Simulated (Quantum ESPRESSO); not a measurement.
# Magnetic state of Ti2FeS4 (Heideite) from several starts, part 2 of 2

A self-consistent run ends on one state, which hangs on the start. Several orders of Ti2FeS4 (Heideite) are started in Quantum ESPRESSO and their energies compared.

Quantum ESPRESSO 7.5; LDA; plane waves with GBRV 1.5 LDA potentials, no spin-orbit coupling.

So far, absolute magnetization (μB): step 2 (start 1: ferro +++) 3.55.

The database entry behind the starting cell has ideal inner coordinates that were not refined, so it need not match the best structure at ambient conditions.

## Step 3: Run 2, typed as ferri ++−

pw.in

```
&CONTROL
  calculation = 'scf'
  prefix = 'pwscf'
  outdir = './tmp'
  pseudo_dir = './pseudo'
  disk_io = 'nowf'
/
&SYSTEM
  ibrav = 0
  nat = 7
  ntyp = 3
  ecutwfc = 40
  ecutrho = 280
  nbnd = 44
  occupations = 'smearing'
  smearing = 'fd'
  degauss = 0.00367493
  nspin = 2
  starting_magnetization(1) = 0.0833
  starting_magnetization(2) = -0.25
  starting_magnetization(3) = 0
/
&ELECTRONS
  conv_thr = 1.4d-08
  electron_maxstep = 150
  mixing_beta = 0.3
/
ATOMIC_SPECIES
Ti     47.8670 ti_lda_v1.4.uspp.F.UPF
Fe     55.8450 fe_lda_v1.5.uspp.F.UPF
S      32.0600 s_lda_v1.4.uspp.F.UPF
CELL_PARAMETERS angstrom
   6.6697945058   -1.7185000000    0.0000000000
   6.6697945058    1.7185000000    0.0000000000
  -2.6473131945    0.0000000000    5.3319735418
ATOMIC_POSITIONS crystal
Ti      0.2500000000    0.2500000000    0.2500000000
Ti      0.7500000000    0.7500000000    0.7500000000
Fe      0.0000000000    0.0000000000    0.0000000000
S       0.3750000000    0.3750000000    0.0416700000
S       0.6250000000    0.6250000000    0.9583300000
S       0.8750000000    0.8750000000    0.5416700000
S       0.1250000000    0.1250000000    0.4583300000
K_POINTS automatic
6 6 6 0 0 0
```

The run is started by

```console
$ OMP_NUM_THREADS=1 mpirun -n 4 pw.x -nk 4 -in pw.in > pw.out
```

What it wrote:

```text
[banner, memory and clock lines left out]
Program PWSCF v.7.5 starts

     Message from routine setup:
     using ibrav=0 with symmetry is DISCOURAGED, use correct ibrav instead

     bravais-lattice index     =            0
     lattice parameter (alat)  =      13.0157  a.u.
     unit-cell volume          =     824.8530 (a.u.)^3
     number of atoms/cell      =            7
     number of atomic types    =            3
     number of electrons       =        64.00
     number of Kohn-Sham states=           44
     kinetic-energy cutoff     =      40.0000  Ry
     charge density cutoff     =     280.0000  Ry
     scf convergence threshold =      1.4E-08
     mixing beta               =       0.3000
     number of iterations used =            8  plain     mixing
     Exchange-correlation=  SLA  PZ   NOGX NOGC
                           (   1   1   0   0   0   0   0)

     celldm(1)=  13.015728  celldm(2)=   0.000000  celldm(3)=   0.000000
     celldm(4)=   0.000000  celldm(5)=   0.000000  celldm(6)=   0.000000

     crystal axes: (cart. coord. in units of alat)
               a(1) = (   0.968373  -0.249505   0.000000 )
               a(2) = (   0.968373   0.249505   0.000000 )
               a(3) = (  -0.384358   0.000000   0.774138 )

     reciprocal axes: (cart. coord. in units 2 pi/alat)
               b(1) = (  0.516330 -2.003965  0.256357 )
               b(2) = (  0.516330  2.003965  0.256357 )
               b(3) = ( -0.000000  0.000000  1.291759 )

     PseudoPot. # 1 for Ti read from file:
     ti_lda_v1.4.uspp.F.UPF
     Pseudo is Ultrasoft + core correction, Zval = 12.0

     PseudoPot. # 2 for Fe read from file:
     fe_lda_v1.5.uspp.F.UPF
     Pseudo is Ultrasoft + core correction, Zval = 16.0

     PseudoPot. # 3 for S  read from file:
     s_lda_v1.4.uspp.F.UPF
     Pseudo is Ultrasoft + core correction, Zval =  6.0

     atomic species   valence    mass     pseudopotential
     Ti               12.00    47.86700     Ti( 1.00)
     Fe               16.00    55.84500     Fe( 1.00)
     S                 6.00    32.06000     S ( 1.00)

     Starting magnetic structure
     atomic species   magnetization
     Ti              0.083
     Fe             -0.250
     S               0.000

      4 Sym. Ops., with inversion, found

   Cartesian axes

     site n.     atom                  positions (alat units)
         1        Ti     tau(   1) = (   0.3880972   0.0000000   0.1935345  )
         2        Ti     tau(   2) = (   1.1642917   0.0000000   0.5806035  )
         3        Fe     tau(   3) = (   0.0000000   0.0000000   0.0000000  )
         4        S      tau(   4) = (   0.7102639   0.0000000   0.0322583  )
         5        S      tau(   5) = (   0.8421251  -0.0000000   0.7418797  )
         6        S      tau(   6) = (   1.4864584   0.0000000   0.4193273  )
         7        S      tau(   7) = (   0.0659306   0.0000000   0.3548107  )

     number of k points=    68  Fermi-Dirac smearing, width (Ry)=  0.0037
                       cart. coord. in units 2pi/alat
        k(    1) = (   0.0000000   0.0000000   0.0000000), wk =   0.0046296
        k(    2) = (   0.0000000   0.0000000   0.2152932), wk =   0.0092593
        k(    3) = (   0.0000000   0.0000000   0.4305864), wk =   0.0092593
        k(    4) = (   0.0000000   0.0000000  -0.6458797), wk =   0.0046296
        k(    5) = (   0.0860550   0.3339941   0.0427261), wk =   0.0185185
        [... 63 further k-points ...]

     Dense  grid:    65303 G-vectors     FFT dimensions: (  72,  72,  60)

     Smooth grid:    28193 G-vectors     FFT dimensions: (  54,  54,  45)

     Check: negative core charge=   -0.000014
     Generating pointlists ...
     new r_m :   0.1486 (alat units)  1.9343 (a.u.) for type    1
     new r_m :   0.1487 (alat units)  1.9352 (a.u.) for type    2
     new r_m :   0.1486 (alat units)  1.9343 (a.u.) for type    3

     Initial potential from superposition of free atoms

     starting charge      60.9998, renormalised to      64.0000

     negative rho (up, down):  1.191E-03 1.006E-03
     Starting wfcs are   49 randomized atomic wfcs

     Self-consistent Calculation

     iteration #  1     ecut=    40.00 Ry     beta= 0.30
     Davidson diagonalization with overlap
     ethr =  1.00E-02,  avg # of iterations =  3.8

     negative rho (up, down):  7.157E-04 8.383E-04

     total energy              =    -581.45234571 Ry
     estimated scf accuracy    <      10.06958000 Ry

     total magnetization       =    -1.57 Bohr mag/cell
     absolute magnetization    =     3.95 Bohr mag/cell

     iteration #  2     ecut=    40.00 Ry     beta= 0.30
     Davidson diagonalization with overlap
     ethr =  1.00E-02,  avg # of iterations =  3.1

     negative rho (up, down):  8.233E-04 9.364E-04

     total energy              =    -585.32173141 Ry
     estimated scf accuracy    <      32.74626169 Ry

     total magnetization       =     0.02 Bohr mag/cell
     absolute magnetization    =     0.44 Bohr mag/cell

     [... further iterations left out ...]

     iteration # 18     ecut=    40.00 Ry     beta= 0.30
     Davidson diagonalization with overlap
     ethr =  2.30E-10,  avg # of iterations =  2.9

     negative rho (up, down):  5.602E-04 8.880E-04

     total energy              =    -585.74253507 Ry
     estimated scf accuracy    <       0.00000002 Ry

     total magnetization       =    -2.50 Bohr mag/cell
     absolute magnetization    =     3.55 Bohr mag/cell

     iteration # 19     ecut=    40.00 Ry     beta= 0.30
     Davidson diagonalization with overlap
     ethr =  2.52E-11,  avg # of iterations =  4.8

     negative rho (up, down):  5.601E-04 8.882E-04

     Magnetic moment per site  (integrated on atomic sphere of radius R)
     atom   1 (R=0.149)  charge=  9.7538  magn=  0.1873
     atom   2 (R=0.149)  charge=  9.7538  magn=  0.1873
     atom   3 (R=0.149)  charge= 14.2670  magn= -2.7132
     atom   4 (R=0.149)  charge=  4.3373  magn= -0.0506
     atom   5 (R=0.149)  charge=  4.3373  magn= -0.0506
     atom   6 (R=0.149)  charge=  4.2974  magn= -0.0360
     atom   7 (R=0.149)  charge=  4.2974  magn= -0.0360

     End of self-consistent calculation

     Number of k-points >= 100: set verbosity='high' to print the bands.

     the Fermi energy is     9.6639 ev

!    total energy              =    -585.74253508 Ry
     estimated scf accuracy    <          5.1E-09 Ry
     smearing contrib. (-TS)   =      -0.00372717 Ry
     internal energy E=F+TS    =    -585.73880791 Ry

     The total energy is F=E-TS. E is the sum of the following terms:
     one-electron contribution =    -320.27215387 Ry
     hartree contribution      =     183.26282681 Ry
     xc contribution           =     -98.22863445 Ry
     ewald contribution        =    -350.50084640 Ry

     total magnetization       =    -2.50 Bohr mag/cell
     absolute magnetization    =     3.55 Bohr mag/cell

     convergence has been achieved in  19 iterations
```

It took 4.5 min on 4 MPI ranks of Intel Xeon 6975P-C (Granite Rapids), shared host; peak memory 0.98 GiB; 18 min of CPU time.

Spin moment in the atom's sphere by atom:

| atom | spin moment in the atom's sphere (μB) |
| --- | --- |
| Ti1 | 0.19 |
| Ti2 | 0.19 |
| Fe3 | -2.71 |
| S4 | -0.05 |
| S5 | -0.05 |
| S6 | -0.04 |
| S7 | -0.04 |

Numbers from this step:

```yaml
smearing_term_ts: 0.05071 eV
magnetization: -2.502 μB
absolute_magnetization: 3.552 μB
final_state: ferrimagnetic
```

## Step 4: Run 3 (ferri +−+)

pw.in, as its differences from that of step 3:

```diff
@@ -10,6 +10,6 @@
   nat = 7
-  ntyp = 3
+  ntyp = 4
   ecutwfc = 40
   ecutrho = 280
-  nbnd = 44
+  nbnd = 45
   occupations = 'smearing'
@@ -19,4 +19,5 @@
   starting_magnetization(1) = 0.0833
-  starting_magnetization(2) = -0.25
-  starting_magnetization(3) = 0
+  starting_magnetization(2) = -0.0833
+  starting_magnetization(3) = 0.25
+  starting_magnetization(4) = 0
 /
@@ -28,3 +29,4 @@
 ATOMIC_SPECIES
-Ti     47.8670 ti_lda_v1.4.uspp.F.UPF
+Ti1    47.8670 ti_lda_v1.4.uspp.F.UPF
+Ti2    47.8670 ti_lda_v1.4.uspp.F.UPF
 Fe     55.8450 fe_lda_v1.5.uspp.F.UPF
@@ -36,4 +38,4 @@
 ATOMIC_POSITIONS crystal
-Ti      0.2500000000    0.2500000000    0.2500000000
-Ti      0.7500000000    0.7500000000    0.7500000000
+Ti1     0.2500000000    0.2500000000    0.2500000000
+Ti2     0.7500000000    0.7500000000    0.7500000000
 Fe      0.0000000000    0.0000000000    0.0000000000
```

What it wrote:

```text
     [... lines left out ...]
Program PWSCF v.7.5 starts
     [... lines left out ...]
     number of atoms/cell      =            7
     [... lines left out ...]
     number of electrons       =        64.00
     number of Kohn-Sham states=           45
     kinetic-energy cutoff     =      40.0000  Ry
     charge density cutoff     =     280.0000  Ry
     scf convergence threshold =      1.4E-08
     [... lines left out ...]
      2 Sym. Ops. (no inversion) found
     [... lines left out ...]
     number of k points=    68  Fermi-Dirac smearing, width (Ry)=  0.0037
     [... lines left out ...]
     iteration # 19     ecut=    40.00 Ry     beta= 0.30
     [... lines left out ...]
     Magnetic moment per site  (integrated on atomic sphere of radius R)
     atom   1 (R=0.149)  charge=  9.7539  magn= -0.1872
     atom   2 (R=0.149)  charge=  9.7539  magn= -0.1872
     atom   3 (R=0.149)  charge= 14.2669  magn=  2.7129
     atom   4 (R=0.149)  charge=  4.3373  magn=  0.0505
     atom   5 (R=0.149)  charge=  4.3373  magn=  0.0505
     atom   6 (R=0.149)  charge=  4.2974  magn=  0.0359
     atom   7 (R=0.149)  charge=  4.2974  magn=  0.0360
     [... lines left out ...]
     the Fermi energy is     9.6638 ev
!    total energy              =    -585.74253507 Ry
     estimated scf accuracy    <       0.00000001 Ry
     smearing contrib. (-TS)   =      -0.00372712 Ry
     [... lines left out ...]
     total magnetization       =     2.50 Bohr mag/cell
     absolute magnetization    =     3.55 Bohr mag/cell
     convergence has been achieved in  19 iterations
```

The job ended after 4.8 min (4 MPI ranks; peak memory 1 GiB; 19 min of CPU time).

Spin moment in the atom's sphere by atom:

| atom | spin moment in the atom's sphere (μB) |
| --- | --- |
| Ti1 | -0.19 |
| Ti2 | -0.19 |
| Fe3 | 2.71 |
| S4 | 0.05 |
| S5 | 0.05 |
| S6 | 0.04 |
| S7 | 0.04 |

Numbers from this step:

| Item | Value |
| --- | --- |
| smearing term TS | 0.05071 eV |
| magnetization | 2.502 μB |
| absolute magnetization | 3.552 μB |
| final state | ferrimagnetic |

The typed signs were not kept.

## Step 5: Ranking

An order is kept where moments of 0.15 μB or more survive with the typed signs; meshes match where a doubled cell samples the same k points as the first cell.

Ferrimagnetic means that a moment over 0.15 μB on a transition or rare-earth metal, induced ones included, opposes the net moment. Orders:

| start | final state | typed order kept | energy over the lowest (meV a seeded atom) | largest site moment (μB) | net moment (μB a cell of the first run) | mesh matched | CPU time (s) |
| --- | --- | --- | --- | --- | --- | --- | --- |
| ferro +++ | ferrimagnetic | no | 0 | 2.713 | 2.501 | yes | 1073 |
| ferri ++- | ferrimagnetic | yes | 0 | 2.713 | 2.502 | yes | 1073 |
| ferri +-+ | ferrimagnetic | no | 0 | 2.713 | 2.502 | yes | 1141 |

## Step 6: Results

```
lowest state found  : ferrimagnetic (from ferro +++, ferri ++- and ferri +-+)
largest site moment : 2.71 μB
```

What this shows: 2 starts left the typed signs, so such an energy belongs to the state reached, not the one typed. Only these 3 starts were compared; other wavevectors, canted and longer-period orders were not. No Hubbard term acts here. In such compounds local and semilocal functionals without one often delocalise the d electrons, and can shrink or lose moments and miss the size, sign and order of the couplings.

[Logs and program files are shortened in this print: banners, set-up blocks, solver, clock and traceback lines can be left out without a mark of their own.]

[Logs are printed without paths, hosts, clocks, repeated set-up lines and the standing remarks that a program may print on its own settings, such as how far it seeks lower states.]

[Hosts, paths, dates, database ids (printed as entryN), source tags and the programs' standing remarks are cut or masked in the printed files.]

[Where a cell is said to come from a database of computed structures, the database is the Materials Project.]
